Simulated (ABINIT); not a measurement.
**BaTiO3 (P4mm): G0W0 with and without spin-orbit coupling**

Aim: spinor G0W0 for BaTiO3 (P4mm) beside the scalar-relativistic result.

Calculated with ABINIT 10.8.3; PBE and many-body steps on it, plane waves.

This is a report of a sequence of runs, with most program output left out.

The database entry behind the starting cell differs from later determinations by our own check (c/a about 0.6 % short), so it need not match the best structure at ambient conditions.

### 1. The structure

It takes space group P4mm (No. 99, tetragonal). The conventional cell has a = 4.000 Å, b = 4.000 Å, c = 4.018 Å, α = 90.00°, β = 90.00°, γ = 90.00°. Nearest to Ba lie 12 O at 2.79 to 2.88 Å. Ti has 6 O at 1.89 to 2.13 Å nearest. Nearest to O lie 2 Ti at 1.89 to 2.13 Å and 4 Ba at 2.83 Å. Nearest to O lie 2 Ti at 2.00 Å and 4 Ba at 2.79 to 2.88 Å. Farther neighbours and most contacts between anions are not listed.

The cell and positions come from the Crystallography Open Database and are kept as given unless a step says otherwise. Spin-orbit coupling is left out unless a step names it.

### 2. Empty states on the mesh, 4×4×4 mesh, 100 bands

This step: ABINIT 10.8.3; DFT, PBE, plane waves, norm-conserving pseudopotentials.

The sums over transitions need many empty states on a uniform mesh; this step solves for them.

run.abi

```
acell 3*1.0 Angstrom
rprim 
  3.999800000000 0.000000000000 0.000000000000
  0.000000000000 3.999800000000 0.000000000000
  0.000000000000 0.000000000000 4.018000000000
ntypat 3
znucl 56 22 8
natom 5
typat 1 2 3 3 3
xred 
  0.000000000000 0.000000000000 0.000000000000
  0.500000000000 0.500000000000 0.490000000000
  0.500000000000 0.500000000000 0.019000000000
  0.500000000000 0.000000000000 0.517000000000
  0.000000000000 0.500000000000 0.517000000000
pp_dirpath "pseudos"
pseudos "Ba.upf, Ti.upf, O.upf"
ecut 38
ngkpt 4 4 4
nshiftk 1
shiftk 0 0 0
kptopt 1
chksymbreak 0
iscf -2
irdden 1
istwfk *1
nband 100
nbdbuf 8
tolwfr 1e-09
nstep 60
prtvol 0
indata_prefix "in"
outdata_prefix "out"
tmpdata_prefix "tmp"
```

On the command line:

```console
> OMP_NUM_THREADS=1 mpirun -n 4 abinit run.abi > log
```

Wall time 81 s (4 MPI ranks of Arm Neoverse V1, shared host); peak memory 0.42 GiB; 5.4 min of CPU time.

This step gave:

| Item | Value |
| --- | --- |
| gap | 1.826 eV |
| k of the valence top | 0.5, 0.5, 0.5 |
| k of the conduction bottom | 0, 0, 0 |
| least direct gap | 2.106 eV |
| k points computed | 18 |
| lowest point of the top converged band, above the valence top | 49.65 eV |

On this mesh the gap is 1.826 eV.

The density comes from a self-consistent run that is not shown.

### 3. Screening, 4×4×4 mesh, 92 bands, screening to 119.7 eV

The RPA dielectric matrix is built and inverted for each q.

This step: RPA screening on PBE, plane waves, norm-conserving pseudopotentials.

run.abi: that of step 2 with these lines changed.

```diff
@@ -23,10 +23,11 @@
 chksymbreak 0
-iscf -2
-irdden 1
 istwfk *1
-nband 100
-nbdbuf 8
-tolwfr 1e-09
-nstep 60
-prtvol 0
+occopt 1
+irdwfk 1
+optdriver 3
+nband 92
+ecuteps 4.4
+inclvkb 0
+awtr 1
+symchi 1
 indata_prefix "in"
```

It took 1.8 min on 4 MPI ranks; peak memory 1.4 GiB; 7.1 min of CPU time.

Numbers from this step:

```yaml
eps_infinity_with_local_fields_on_this_mesh_along_the_program_s_q_direction: 7.207
the_same_without_local_fields: 7.829
plasma_frequency: 29.29 eV
plane_waves_in_the_screening_matrix: 179
```

Local fields lower ε∞ by 8 %. On a Γ-centred mesh this coarse the value itself is usually too large, while a short band sum pulls it down.

### 4. Scalar-relativistic

The self-energy is evaluated for the states that the input lists, and the levels follow from it, in one-shot runs by the linearised quasiparticle equation.

This step: G0W0 on PBE, plane waves, norm-conserving pseudopotentials.

run.abi: that of step 3 with these lines changed.

```diff
@@ -26,8 +26,17 @@
 irdwfk 1
-optdriver 3
+optdriver 4
 nband 92
+gwcalctyp 0
+ecutsigx 38
+symsigma 1
+nkptgw 2
+kptgw 
+  0.5000000000 0.5000000000 0.5000000000
+  0.0000000000 0.0000000000 0.0000000000
+bdgw 
+  18 23
+  19 23
 ecuteps 4.4
-inclvkb 0
-awtr 1
-symchi 1
+irdscr 1
+ppmodel 1
 indata_prefix "in"
```

Elapsed: 13 s, on 4 MPI ranks; peak memory 1.1 GiB.

Numbers from this step:

* G0W0 gap on the points computed: 3.277 eV
* starting gap on the mesh: 1.826 eV
* k of the valence top: 0.5, 0.5, 0.5
* k of the conduction bottom: 0, 0, 0
* Z at the valence top: 0.765
* Z at the conduction bottom: 0.78
* least direct G0W0 gap on the computed points: 3.564 eV

The gap on the mesh goes from 1.83 eV to 3.28 eV, a correction of +1.45 eV.

### 5. Empty states on the mesh, 4×4×4 mesh, 202 bands

This step: DFT, PBE with spin-orbit coupling, plane waves, norm-conserving pseudopotentials.

run.abi: that of step 4 with these lines changed.

```diff
@@ -18,2 +18,3 @@
 ecut 38
+nspinor 2
 ngkpt 4 4 4
@@ -23,20 +24,10 @@
 chksymbreak 0
+iscf -2
+irdden 1
 istwfk *1
-occopt 1
-irdwfk 1
-optdriver 4
-nband 92
-gwcalctyp 0
-ecutsigx 38
-symsigma 1
-nkptgw 2
-kptgw 
-  0.5000000000 0.5000000000 0.5000000000
-  0.0000000000 0.0000000000 0.0000000000
-bdgw 
-  18 23
-  19 23
-ecuteps 4.4
-irdscr 1
-ppmodel 1
+nband 202
+nbdbuf 18
+tolwfr 1e-09
+nstep 60
+prtvol 0
 indata_prefix "in"
```

Run time: 9.1 min. Hardware: 4 MPI ranks; peak memory 0.92 GiB; 37 min of CPU time.

Numbers from this step:

```yaml
gap: 1.816 eV
k_of_the_valence_top: 0.5, 0.5, 0.5
k_of_the_conduction_bottom: 0, 0, 0
least_direct_gap: 2.050 eV
k_points_computed: 18
lowest_point_of_the_top_converged_band_above_the_valence_top: 49.65 eV
```

On this mesh the gap is 1.816 eV.

The density comes from a self-consistent run that is not shown, made with spin-orbit coupling and fully relativistic files.

### 6. Screening, 4×4×4 mesh, 184 bands, screening to 119.7 eV

This step: RPA screening on PBE with spin-orbit coupling, plane waves, norm-conserving pseudopotentials.

run.abi: that of step 5 with these lines changed.

```diff
@@ -24,10 +24,11 @@
 chksymbreak 0
-iscf -2
-irdden 1
 istwfk *1
-nband 202
-nbdbuf 18
-tolwfr 1e-09
-nstep 60
-prtvol 0
+occopt 1
+irdwfk 1
+optdriver 3
+nband 184
+ecuteps 4.4
+inclvkb 0
+awtr 1
+symchi 1
 indata_prefix "in"
```

Elapsed: 15 min, on 4 MPI ranks; peak memory 4.7 GiB.

This step gave:

* ε∞ with local fields, on this mesh, along the program's q direction: 7.230
* the same without local fields: 7.853
* plasma frequency: 29.29 eV
* plane waves in the screening matrix: 179

### 7. With spin-orbit coupling

This step: G0W0 on PBE with spin-orbit coupling, plane waves, norm-conserving pseudopotentials.

run.abi: that of step 6 with these lines changed.

```diff
@@ -27,8 +27,17 @@
 irdwfk 1
-optdriver 3
+optdriver 4
 nband 184
+gwcalctyp 0
+ecutsigx 38
+symsigma 0
+nkptgw 2
+kptgw 
+  0.5000000000 0.5000000000 0.5000000000
+  0.0000000000 0.0000000000 0.0000000000
+bdgw 
+  37 44
+  37 44
 ecuteps 4.4
-inclvkb 0
-awtr 1
-symchi 1
+irdscr 1
+ppmodel 1
 indata_prefix "in"
```

Run time: 3.6 min. Hardware: 4 MPI ranks; peak memory 3.2 GiB.

Numbers from this step:

```
G0W0 gap on the points computed              : 3.261 eV
starting gap on the mesh                     : 1.816 eV
k of the valence top                         : 0.5, 0.5, 0.5
k of the conduction bottom                   : 0, 0, 0
Z at the valence top                         : 0.765
Z at the conduction bottom                   : 0.78
least direct G0W0 gap on the computed points : 3.499 eV
```

Against G0W0 in ABINIT (4×4×4 mesh, 92 bands, screening to 119.7 eV, Godby-Needs plasmon pole), the gap moves by −0.016 eV.

### 8. Side by side

Times are wall times on 4 MPI ranks of Arm Neoverse V1, shared host, good to a factor of about two. A run's time includes the screening step that it read.

| run | mesh | bands | screening cutoff (eV) | DFT gap (eV) | gap on the mesh (eV) | direct (eV) | ε∞ used | time |
| --- | --- | --- | --- | --- | --- | --- | --- | --- |
| scalar-relativistic | 4×4×4 | 92 | 119.7 | 1.826 | 3.277 | 3.564 | 7.21 | 2 min |
| with spin-orbit coupling | 4×4×4 | 184 | 119.7 | 1.816 | 3.261 | 3.499 | 7.23 | 19 min |

### 9. Outcome

```json
{
 "scalar-relativistic": "3.277 eV",
 "with spin-orbit coupling": "3.261 eV",
 "known limits": "not at the basis limit; screening head approximate; no spin-orbit coupling in some runs; coarse k mesh"
}
```

With spin-orbit coupling: −0.016 eV against scalar-relativistic, −0.010 eV of it in the start. Bands and cutoff are finite, so the gap is not at the basis limit. The miss can reach some tenths of an eV and take either sign; the mesh is an error of its own. In the G0W0 runs levels were corrected at 2 k points alone, so a gap called «on the mesh» is the least over those, and an edge elsewhere would be missed. The 4×4×4 mesh is coarse for this cell, which bears on the long-range parts of exchange and screening. The long-wavelength limit of the screening leaves out the non-local commutator, which shifts ε∞.

[Paths, hosts, dates, memory and timing lines, banners, echoed tables and standing remarks are left out of the program output.]

[Logs are printed without paths, hosts, clocks, repeated set-up lines and the standing remarks that a program may print on its own settings, such as how far it seeks lower states.]

[Runs of the session that timed out or met a known fault of the program may be left out.]

[Hosts, paths, dates, database ids (printed as entryN), source tags and the programs' standing remarks are cut or masked in the printed files.]

[G0W0 gaps are taken among the corrected bands and points alone; a level outside them can change the order at an edge.]

[Where Ansatz stands beside ABINIT at settings called matched, ABINIT's density can come from a denser mesh and the files from another edition; pairs whose starting gaps differed by over 0.03 eV were left out, so agreement reads better than it is.]
